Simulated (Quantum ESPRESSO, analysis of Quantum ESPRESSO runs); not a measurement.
# Local vibrational mode of the B-H pair in alpha-quartz (PBE) (Quantum ESPRESSO)

Aim: the local vibrational mode of the B-H pair in alpha-quartz, to be set beside the measurement. Set-up: PBE, GBRV 1.5 PBE, 36-site cell, PBE lattice, k: the single point 1/4 1/4 1/4, with the key ENCUT. The model is a cell of 36 host atoms with B put on another atom's site and H put in between. The frequencies come from force constants among the defect atom and its neighbours, with the masses of the isotopes named.

What was measured. O-H stretch, 1H: 3595 cm⁻¹ at 300 K, by diffuse reflectance FTIR with peak fitting (“Structural evolution of water and hydroxyl groups during thermal, mechanical and chemical treatment of high purity natural quartz”, 2020, pmc:9055915).

Program: Quantum ESPRESSO 7.5. Level of theory: Quantum ESPRESSO plane-wave DFT, PBE, GBRV 1.5 PBE potentials; relaxation of all atoms of a defect supercell. Results are calculated unless marked as measured.

## 1. The starting structure

The cell holds 37 atoms: 11 Si, 24 O, 1 B and 1 H. Its edges and angles: a = 7.456 Å, b = 7.456 Å, c = 10.046 Å, α = 70.3°, β = 70.3°, γ = 71.4°. It derives from SiO2 (space group P3_221). Nearest the centre at fractional (0.451, 0.491, 0.501): H37 at 0.44 Å, B24 at 0.88 Å, O7 at 1.43 Å, O36 at 1.81 Å, O29 at 1.83 Å, O14 at 1.84 Å, Si1 at 2.70 Å, Si20 at 3.16 Å.

The host's primitive cell comes from a first run (Quantum ESPRESSO plane-wave DFT, PBE, GBRV 1.5 PBE potentials; relaxation of cell and atoms of a defect-free cell): vectors of 5.023, 5.023 and 5.510 Å. That is 13.38 Å³ an atom, 6.3 % over the diffraction cell's volume. The supercell is built on it.

## 2. Relaxation, charge 0

Every later number rests on the structure around the defect, so the atoms are relaxed at the host's lattice first.

Input file pw.in:

```
&CONTROL
  calculation = 'relax'
  prefix = 'pwscf'
  outdir = './tmp'
  pseudo_dir = './pseudo'
  tprnfor = .true.
  disk_io = 'low'
  nstep = 70
  forc_conv_thr = 0.00039
  etot_conv_thr = 0.0001
/
&SYSTEM
  ibrav = 0
  nat = 37
  ntyp = 4
  ecutwfc = 45
  ecutrho = 360
  nbnd = 100
  occupations = 'smearing'
  smearing = 'fd'
  degauss = 0.00073499
  nosym = .true.
  ENCUT = 1
/
&ELECTRONS
  conv_thr = 4d-08
  electron_maxstep = 100
  mixing_beta = 0.5
/
&IONS
  ion_dynamics = 'bfgs'
/
ATOMIC_SPECIES
Si    28.0850 si_pbe_v1.uspp.F.UPF
O     15.9990 o_pbe_v1.2.uspp.F.UPF
B     10.8100 b_pbe_v1.4.uspp.F.UPF
H      1.0080 h_pbe_v1.4.uspp.F.UPF
CELL_PARAMETERS angstrom
  -2.5114000116    4.3498724632    5.5098769238
   5.0228000233    0.0000000000    5.5098769238
   5.0228000233    8.6997449264    0.0000000000
ATOMIC_POSITIONS crystal
Si     0.0937094369    0.5701349985    0.4543889113
Si     0.5974337414    0.0721275734    0.2026575705
Si     0.4054326499    0.9285350305    0.0375541785
Si     0.9025345520    0.4276044046    0.2872655944
Si     0.0009767700   -0.0029013061    0.2621129163
Si     0.5008687059    0.5016878348    0.0125328378
O      0.2905655589    0.4692640819    0.4646802250
O      0.8205240612    0.9751036486    0.2179249247
O      0.4385727005    0.0230846928    0.3583153922
O      0.9402892390    0.5217596795    0.1109354336
O      0.4372129671    0.6939233291    0.0746449395
O      0.9364120046    0.1898012447    0.3266035731
O      0.1828506910    0.0250241165    0.1141412004
O      0.6832257637    0.5256576911    0.3647207155
O      0.0645782598    0.4769123056    0.3392522451
O      0.5609426381    0.9792916063    0.0913767148
O      0.0638148191    0.8101262753    0.3868027326
O      0.5618522142    0.3103111825    0.1392762843
Si     0.0953799948    0.5706329930    0.9506996006
Si     0.5936334511    0.0743023632    0.7018907639
Si     0.4041774852    0.9310020078    0.5363023015
Si     0.9034167519    0.4312340681    0.7850904449
Si     0.0023747819   -0.0019957706    0.7611268945
B      0.5490711808    0.5094739452    0.5210929436
O      0.3172355224    0.4739223108    0.9695778914
O      0.8156147309    0.9779221425    0.7181953918
O      0.4375627287    0.0208386316    0.8619477954
O      0.9384997062    0.5209283290    0.6119423357
O      0.4376581981    0.6893176321    0.5744266358
O      0.9340322102    0.1943022178    0.8240578698
O      0.1807517578    0.0223727729    0.6183054678
O      0.6791248235    0.5240004117    0.8667659572
O      0.0636651664    0.4740722790    0.8405452589
O      0.5625662074    0.9778875686    0.5922947082
O      0.0635825030    0.8058366077    0.8903877901
O      0.5643490229    0.3057968894    0.6380243733
H      0.4016451467    0.4902112473    0.4867578002
K_POINTS crystal
1
0.25 0.25 0.25 1.0
```

Launch:

```console
> OMP_NUM_THREADS=1 mpirun -n 4 pw.x -in pw.in > pw.out
```

The program printed:

```text
This program is part of the open-source Quantum ESPRESSO suite
     for quantum simulation of materials; please cite
         "P. Giannozzi et al., J. Phys.:Condens. Matter 21 395502 (2009);
         "P. Giannozzi et al., J. Phys.:Condens. Matter 29 465901 (2017);
         "P. Giannozzi et al., J. Chem. Phys. 152 154105 (2020);
          URL
     in publications or presentations arising from this work. More details at

 %%%%%%%%%%%%%%%%%%%%%%%%%%%%%%%%%%%%%%%%%%%%%%%%%%%%%%%%%%%%%%%%%%%%%%%%%%%%%%
     Error in routine  read_namelists (1):
      bad line in namelist &system: "  ENCUT = 1" (error could be in the previous line)
 %%%%%%%%%%%%%%%%%%%%%%%%%%%%%%%%%%%%%%%%%%%%%%%%%%%%%%%%%%%%%%%%%%%%%%%%%%%%%%

     stopping ...
```

Wall time 0.64 s (4 MPI ranks of Intel Xeon Platinum 8375C at 2.90GHz (Ice Lake), shared host); peak memory 0.07 GiB.

The program refused the input before any cycle.

The program's message: “Error in routine  read_namelists (1): bad line in namelist &system: "  ENCUT = 1" (error could be in the previous line)”

## 3. Outcome

The local vibrational mode was not obtained, because the step “relaxation, charge 0” was refused by the program; the cause lies in the set-up: ENCUT is no key of this program.

[Logs are printed without paths, hosts, clocks, repeated set-up lines and the standing remarks that a program may print on its own settings, such as how far it seeks lower states.]

[Hosts, paths, dates, database ids (printed as entryN), source tags and the programs' standing remarks are cut or masked in the printed files.]

[For some hosts the program warned that the k-mesh of the response run may be too coarse for force constants and the static dielectric constant; such warnings are not shown here.]
